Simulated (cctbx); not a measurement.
**A crystallographic session in cctbx: Bi2Pd2Pb**

Library: cctbx 2025.11. The data are simulated by the first script.

## 1. Simulate the data

run.py:

```python
from cctbx import adptbx, crystal, miller, sgtbx, xray
from cctbx.array_family import flex
from iotbx.shelx import hklf
from scitbx import matrix
import scitbx.random

cs = crystal.symmetry(unit_cell=(4.712, 4.712, 10.436, 90, 90, 90), space_group_symbol='Hall: P 4ab 2ab -1ab')  # P4/nmm
atoms = [  # label, site, U (iso, or U11 U22 U33 U12 U13 U23 in A^2), occupancy
    ("Bi1", (0.5, 0, 0.1275), (0.0094, 0.0094, 0.0065, 0.0000, 0.0000, 0.0000), 1),
    ("Bi2", (0.5, 0.5, 0.5), (0.0069, 0.0069, 0.0075, 0.0000, 0.0000, 0.0000), 1),
    ("Pb1", (0.5, 0, 0.7706), (0.0053, 0.0053, 0.0054, 0.0000, 0.0000, 0.0000), 1),
    ("Pd1", (0.5, 0, 0.3718), (0.0107, 0.0107, 0.0102, 0.0000, 0.0000, 0.0000), 1),
    ("Pd2", (0.5, 0.5, 0), (0.0086, 0.0086, 0.0091, 0.0000, 0.0000, 0.0000), 1),
]
xs = xray.structure(crystal_symmetry=cs)
for label, site, u, occ in atoms:
    u = adptbx.u_cif_as_u_star(cs.unit_cell(), u) if isinstance(u, tuple) else u
    xs.add_scatterer(xray.scatterer(label, site=site, u=u, occupancy=occ))
xs.set_inelastic_form_factors(1.54184, "sasaki")
xs.show_summary()
p1 = xs.expand_to_p1()
ms = miller.build_set(p1, anomalous_flag=True, d_min=0.8)
flex.set_random_seed(119468)
scitbx.random.set_random_seed(119468)
ms = ms.select(flex.random_double(ms.size()) < 0.8)
i = ms.structure_factors_from_scatterers(p1, algorithm="direct").f_calc().as_intensity_array().data()
i = i * 20000 / flex.max(i)
sig = flex.sqrt(i + flex.pow2(0.04 * i) + 4 ** 2)
noise = scitbx.random.variate(scitbx.random.normal_distribution())(i.size())
data = ms.array(data=i + sig * noise, sigmas=sig).set_observation_type_xray_intensity()
with open("data.hkl", "w") as f:
    data.export_as_shelx_hklf(f)
print("reflections written:", data.size(), " <I/sigma> = %.1f" % flex.mean(data.data() / data.sigmas()))
for h, a, b in list(data.sort("data"))[:12]:
    print("%4d%4d%4d %9.1f %7.1f" % (h + (a, b)))
```

```console
$ python run.py
```

```text
Number of scatterers: 5
At special positions: 5
Unit cell: (4.712, 4.712, 10.436, 90, 90, 90)
Space group: P 4/n m m :1 (No. 129)
reflections written: 1491  <I/sigma> = 12.9
   2   0   0   21944.8   812.4
   0   2   0   19828.2   812.4
  -2   0   0   19772.7   812.4
   0  -2   0   19523.8   812.4
  -2  -2   0   15225.3   609.8
   2   2   0   15044.4   609.8
   2  -2   0   14956.6   609.8
  -2   2   0   13943.5   609.8
   4   0   0   10063.1   398.2
   0   4   0    9915.5   398.2
   0  -4   0    9815.1   398.2
  -4   0   0    9437.6   398.2
```

Run time: 0.25 s on 1 thread of Arm Neoverse V2, on a shared host, peak memory 0.07 GiB.

## 2. Refinement (right model, isotropic)

run.py:

```python
import math
from cctbx import adptbx, crystal, maptbx, sgtbx, xray
from cctbx.array_family import flex
from cctbx.xray import observations
from iotbx.shelx import hklf
from scitbx.lstbx import normal_eqns_solving
from smtbx import absolute_structure, utils
from smtbx.refinement import constraints, least_squares

cs = crystal.symmetry(unit_cell=(4.712, 4.712, 10.436, 90, 90, 90), space_group_symbol='Hall: P 4ab 2ab -1ab')  # P4/nmm
atoms = [  # label, site, U (iso, or U11 U22 U33 U12 U13 U23 in A^2), occupancy
    ("Bi1", (0.5, 0, 0.1282), 0.0200, 1),
    ("Bi2", (0.5, 0.5, 0.5), 0.0200, 1),
    ("Pb1", (0.5, 0, 0.7648), 0.0200, 1),
    ("Pd1", (0.5, 0, 0.3791), 0.0200, 1),
    ("Pd2", (0.5, 0.5, 0), 0.0200, 1),
]
xs = xray.structure(crystal_symmetry=cs)
for label, site, u, occ in atoms:
    u = adptbx.u_cif_as_u_star(cs.unit_cell(), u) if isinstance(u, tuple) else u
    xs.add_scatterer(xray.scatterer(label, site=site, u=u, occupancy=occ))
xs.set_inelastic_form_factors(1.54184, "sasaki")
raw = hklf.reader(file_name="data.hkl").as_miller_arrays(crystal_symmetry=cs, anomalous=True)[0]
merged = raw.eliminate_sys_absent().merge_equivalents()
fo2 = merged.array().set_observation_type_xray_intensity()
print("Rint %.3f, %d unique reflections to %.2f A" % (merged.r_int(), fo2.size(), fo2.d_min()))
for sc in xs.scatterers():
    sc.flags.set_grad_site(True)
    sc.flags.set_grad_u_aniso(sc.flags.use_u_aniso())
    sc.flags.set_grad_u_iso(sc.flags.use_u_iso())
obs = fo2.as_xray_observations()
extra = {}
rep = constraints.reparametrisation(xs, [], utils.connectivity_table(xs), **extra)
ls = least_squares.crystallographic_ls(obs, rep, weighting_scheme=least_squares.mainstream_shelx_weighting(a=0, b=0))
print("cycle     R1     wR2    GooF  max shift (A)")
for cycle in range(8):
    ls.build_up()
    r1, wr2, goof = ls.r1_factor(cutoff_factor=2)[0], ls.wR2(), ls.goof()
    old = xs.sites_cart()
    normal_eqns_solving.levenberg_marquardt_iterations(ls, n_max_iterations=3, tau=1e-06, step_threshold=1e-7)
    big = flex.max((xs.sites_cart() - old).norms())
    print("%4d %7.4f %7.4f %7.3f %9.5f" % (cycle + 1, r1, wr2, goof, big))
    ls.build_up(objective_only=True)
    if abs(ls.wR2() - wr2) < 5e-5 and big < 5e-4:
        break
ls.build_up()
print("final R1 %.4f wR2 %.4f GooF %.3f  parameters %d  data/parameter %.1f" % (ls.r1_factor(cutoff_factor=2)[0], ls.wR2(), ls.goof(), ls.n_parameters, fo2.size() / ls.n_parameters))
cov = ls.covariance_matrix_and_annotations()
su = dict(zip(cov.annotations, (math.sqrt(max(v, 0)) for v in cov.matrix.matrix_packed_u_diagonal())))
a2 = cs.unit_cell().reciprocal_parameters()[0] ** -2
print("atom        x        y        z      Ueq    occ   su(xyz)  su(Uiso or U11)")
for sc in xs.scatterers():
    s = max(su.get(sc.label + k, 0) for k in (".x", ".y", ".z"))
    npd = "" if sc.is_positive_definite_u(cs.unit_cell()) else "  NPD"
    print("%-5s %8.5f %8.5f %8.5f %8.4f %6.3f %8.5f %7.4f%s" % ((sc.label,) + sc.site + (sc.u_iso_or_equiv(cs.unit_cell()), sc.occupancy, s, su.get(sc.label + ".uiso", su.get(sc.label + ".u11", 0) * a2), npd)))
fo = fo2.f_sq_as_f()
fc = fo.structure_factors_from_scatterers(xs, algorithm="direct").f_calc()
diff = fo.f_obs_minus_f_calc(1 / math.sqrt(ls.scale_factor()), fc).average_bijvoet_mates()
m = diff.fft_map(symmetry_flags=maptbx.use_space_group_symmetry, resolution_factor=0.25).apply_volume_scaling()
print("difference map: max %.2f min %.2f rms %.2f" % (m.statistics().max(), m.statistics().min(), m.statistics().sigma()))
peaks = m.peak_search(parameters=maptbx.peak_search_parameters(min_distance_sym_equiv=0.6, max_clusters=6)).all()
near = xs.closest_distances(peaks.sites(), distance_cutoff=4)
sps = cs.special_position_settings(min_distance_sym_equiv=0.5)
for k, (x, h) in enumerate(zip(peaks.sites(), peaks.heights())):
    ss = sps.site_symmetry(x)
    print("Q%-3d %7.4f %7.4f %7.4f %4d %7.2f  %.2f A from %s" % ((k + 1,) + tuple(t % 1 for t in ss.exact_site()) + (ss.multiplicity(), h, near.smallest_distances[k], xs.scatterers()[near.i_seqs[k]].label)))
```

```console
$ python run.py
```

```text
Rint 0.036, 176 unique reflections to 0.80 A
cycle     R1     wR2    GooF  max shift (A)
   1  0.1591  0.4002  16.987   0.07671
   2  0.0124  0.0314   1.332   0.00002
final R1 0.0124 wR2 0.0314 GooF 1.332  parameters 8  data/parameter 22.0
atom        x        y        z      Ueq    occ   su(xyz)  su(Uiso or U11)
Bi1    0.50000  0.00000  0.12751   0.0083  1.000  0.00005  0.0002
Bi2    0.50000  0.50000  0.50000   0.0071  1.000  0.00000  0.0002
Pb1    0.50000  0.00000  0.77071   0.0054  1.000  0.00005  0.0002
Pd1    0.50000  0.00000  0.37175   0.0106  1.000  0.00009  0.0002
Pd2    0.50000  0.50000  0.00000   0.0085  1.000  0.00000  0.0002
difference map: max 1.14 min -3.02 rms 0.27
Q1    0.0707  0.4293  0.8763    8    1.23  0.47 A from Bi1
Q2    0.0000  0.5000  0.6927    2    1.17  0.67 A from Pd1
Q3    0.0000  0.0000  0.0440    4    1.07  0.46 A from Pd2
Q4    0.0000  0.0000  0.4586    4    1.03  0.43 A from Bi2
Q5    0.0000  0.2363  0.0815    8    0.84  1.40 A from Pd2
Q6    0.0000  0.5000  0.3811    2    0.80  1.58 A from Pb1
```

Time: 0.38 s.

## 3. Refinement (right model, anisotropic)

run.py, as its changes from the last script of this kind:

```diff
@@ -12,5 +12,5 @@
-    ("Bi1", (0.5, 0, 0.1282), 0.0200, 1),
-    ("Bi2", (0.5, 0.5, 0.5), 0.0200, 1),
-    ("Pb1", (0.5, 0, 0.7648), 0.0200, 1),
-    ("Pd1", (0.5, 0, 0.3791), 0.0200, 1),
-    ("Pd2", (0.5, 0.5, 0), 0.0200, 1),
+    ("Bi1", (0.5, 0, 0.12751), 0.0083, 1),
+    ("Bi2", (0.5, 0.5, 0.5), 0.0071, 1),
+    ("Pb1", (0.5, 0, 0.77071), 0.0054, 1),
+    ("Pd1", (0.5, 0, 0.37175), 0.0106, 1),
+    ("Pd2", (0.5, 0.5, 0), 0.0085, 1),
@@ -22,0 +23 @@
+xs.convert_to_anisotropic()
```

```console
$ python run.py
```

```text
Rint 0.036, 176 unique reflections to 0.80 A
cycle     R1     wR2    GooF  max shift (A)
   1  0.0124  0.0314   1.354   0.00007
   2  0.0104  0.0245   1.056   0.00000
final R1 0.0104 wR2 0.0245 GooF 1.056  parameters 13  data/parameter 13.5
atom        x        y        z      Ueq    occ   su(xyz)  su(Uiso or U11)
Bi1    0.50000  0.00000  0.12751   0.0083  1.000  0.00004  0.0002
Bi2    0.50000  0.50000  0.50000   0.0071  1.000  0.00000  0.0002
Pb1    0.50000  0.00000  0.77070   0.0053  1.000  0.00004  0.0002
Pd1    0.50000  0.00000  0.37175   0.0108  1.000  0.00008  0.0003
Pd2    0.50000  0.50000  0.00000   0.0085  1.000  0.00000  0.0003
difference map: max 1.01 min -1.06 rms 0.24
Q1    0.0000  0.5000  0.7063    2    1.02  0.81 A from Pd1
Q2    0.0000  0.2487  0.0726    8    0.91  1.40 A from Pd2
Q3    0.0000  0.0804  0.3959    8    0.77  1.15 A from Bi2
Q4    0.0000  0.5000  0.3807    2    0.77  1.58 A from Pb1
Q5    0.0000  0.2202  0.9325    8    0.70  1.25 A from Pd2
Q6    0.0000  0.5000  0.8098    2    0.67  0.65 A from Bi1
```

Time: 0.4 s.

## 4. Refinement

run.py, as its changes from the last script of this kind:

```diff
@@ -22 +22 @@
-xs.set_inelastic_form_factors(1.54184, "sasaki")
+xs.set_inelastic_form_factors(0.71073, "sasaki")
@@ -37 +37 @@
-for cycle in range(8):
+for cycle in range(12):
```

```console
$ python run.py
```

```text
Rint 0.036, 176 unique reflections to 0.80 A
cycle     R1     wR2    GooF  max shift (A)
   1  0.0351  0.0969   4.176   0.00143
   2  0.0172  0.0503   2.168   0.00002
final R1 0.0172 wR2 0.0503 GooF 2.168  parameters 13  data/parameter 13.5
atom        x        y        z      Ueq    occ   su(xyz)  su(Uiso or U11)
Bi1    0.50000  0.00000  0.12749   0.0087  1.000  0.00008  0.0004
Bi2    0.50000  0.50000  0.50000   0.0074  1.000  0.00000  0.0003
Pb1    0.50000  0.00000  0.77085   0.0057  1.000  0.00008  0.0003
Pd1    0.50000  0.00000  0.37182   0.0063  1.000  0.00015  0.0006
Pd2    0.50000  0.50000  0.00000   0.0040  1.000  0.00000  0.0005
difference map: max 3.75 min -2.02 rms 0.46
Q1    0.0000  0.0000  0.0000    2    3.75  0.00 A from Pd2
Q2    0.0000  0.5000  0.6390    2    2.77  0.11 A from Pd1
Q3    0.0000  0.5000  0.3711    2    2.32  1.48 A from Pb1
Q4    0.0000  0.5000  0.0679    2    2.27  1.68 A from Pb1
Q5    0.0000  0.0000  0.4099    4    1.82  0.94 A from Bi2
Q6    0.0000  0.5000  0.2331    2    1.14  0.04 A from Pb1
```

Time: 0.48 s.

This run holds a fault made on purpose: dispersion terms of the wrong wavelength.

## 5. Refinement

run.py, as its changes from the last script of this kind:

```diff
@@ -16 +15,0 @@
-    ("Pd2", (0.5, 0.5, 0), 0.0085, 1),
@@ -22 +21 @@
-xs.set_inelastic_form_factors(0.71073, "sasaki")
+xs.set_inelastic_form_factors(1.54184, "sasaki")
```

```console
$ python run.py
```

```text
Rint 0.036, 176 unique reflections to 0.80 A
cycle     R1     wR2    GooF  max shift (A)
   1  0.3864  0.7232  30.973   0.04741
   2  0.3529  0.6112  26.177   0.07218
   3  0.3540  0.6057  25.941   0.10292
   4  0.3269  0.5812  24.894   0.00147
   5  0.3268  0.5812  24.893   0.00003
final R1 0.3268 wR2 0.5812 GooF 24.893  parameters 11  data/parameter 16.0
atom        x        y        z      Ueq    occ   su(xyz)  su(Uiso or U11)
Bi1    0.50000  0.00000  0.13737  -0.0019  1.000  0.00120  0.0046  NPD
Bi2    0.50000  0.50000  0.50000   0.0110  1.000  0.00000  0.0055
Pb1    0.50000  0.00000  0.77378  -0.0113  1.000  0.00105  0.0044  NPD
Pd1    0.50000  0.00000  0.35028   0.0053  1.000  0.00210  0.0104  NPD
difference map: max 229.66 min -58.23 rms 14.85
Q1    0.0000  0.0000  0.0000    2  229.66  2.76 A from Bi1
Q2    0.0000  0.0000  0.5000    2  190.18  0.00 A from Bi2
Q3    0.0000  0.5000  0.2492    2  173.54  0.24 A from Pb1
Q4    0.0000  0.5000  0.8805    2  136.31  0.19 A from Bi1
Q5    0.0000  0.5000  0.6220    2  132.92  0.29 A from Pd1
Q6    0.0000  0.0000  0.2469    4   55.24  2.37 A from Pb1
```

Time: 0.6 s.

This run holds a fault made on purpose: atom left out: Pd2.

## 6. Refinement

run.py, as its changes from the last script of this kind:

```diff
@@ -14,2 +14,3 @@
-    ("Pb1", (0.5, 0, 0.77071), 0.0054, 1),
-    ("Pd1", (0.5, 0, 0.37175), 0.0106, 1),
+    ("Pd1", (0.5, 0, 0.77071), 0.0054, 1),
+    ("Pb1", (0.5, 0, 0.37175), 0.0106, 1),
+    ("Pd2", (0.5, 0.5, 0), 0.0085, 1),
```

```console
$ python run.py
```

```text
Rint 0.036, 176 unique reflections to 0.80 A
cycle     R1     wR2    GooF  max shift (A)
   1  0.5881  0.8891  38.313   0.00000
final R1 0.5881 wR2 0.8891 GooF 38.313  parameters 13  data/parameter 13.5
atom        x        y        z      Ueq    occ   su(xyz)  su(Uiso or U11)
Bi1    0.50000  0.00000  0.12751   0.0083  1.000  0.00708  0.0209
Bi2    0.50000  0.50000  0.50000   0.0071  1.000  0.00000  0.0177
Pd1    0.50000  0.00000  0.77071   0.0054  1.000  0.01233  0.0270
Pb1    0.50000  0.00000  0.37175   0.0106  1.000  0.00755  0.0235
Pd2    0.50000  0.50000  0.00000   0.0085  1.000  0.00000  0.0348
difference map: max 554.91 min -73.93 rms 27.13
Q1    0.0000  0.5000  0.2294    2  571.65  0.00 A from Pd1
Q2    0.0000  0.0000  0.5000    2  418.52  0.00 A from Bi2
Q3    0.0000  0.5000  0.8735    2  357.42  0.01 A from Bi1
Q4    0.0000  0.0000  0.0000    2  173.62  0.00 A from Pd2
Q5    0.0000  0.5000  0.6339    2  108.30  0.06 A from Pb1
Q6    0.0000  0.5000  0.0487    2   52.51  1.84 A from Bi1
```

Run time: 0.35 s on 1 thread of Arm Neoverse V2, with other jobs on the host, peak memory 0.09 GiB.

This run holds a fault made on purpose: elements exchanged: Pb1 is Pd and Pd1 is Pb.

[Logs are printed without paths, hosts, clocks, repeated set-up lines and the standing remarks that a program may print on its own settings, such as how far it seeks lower states.]
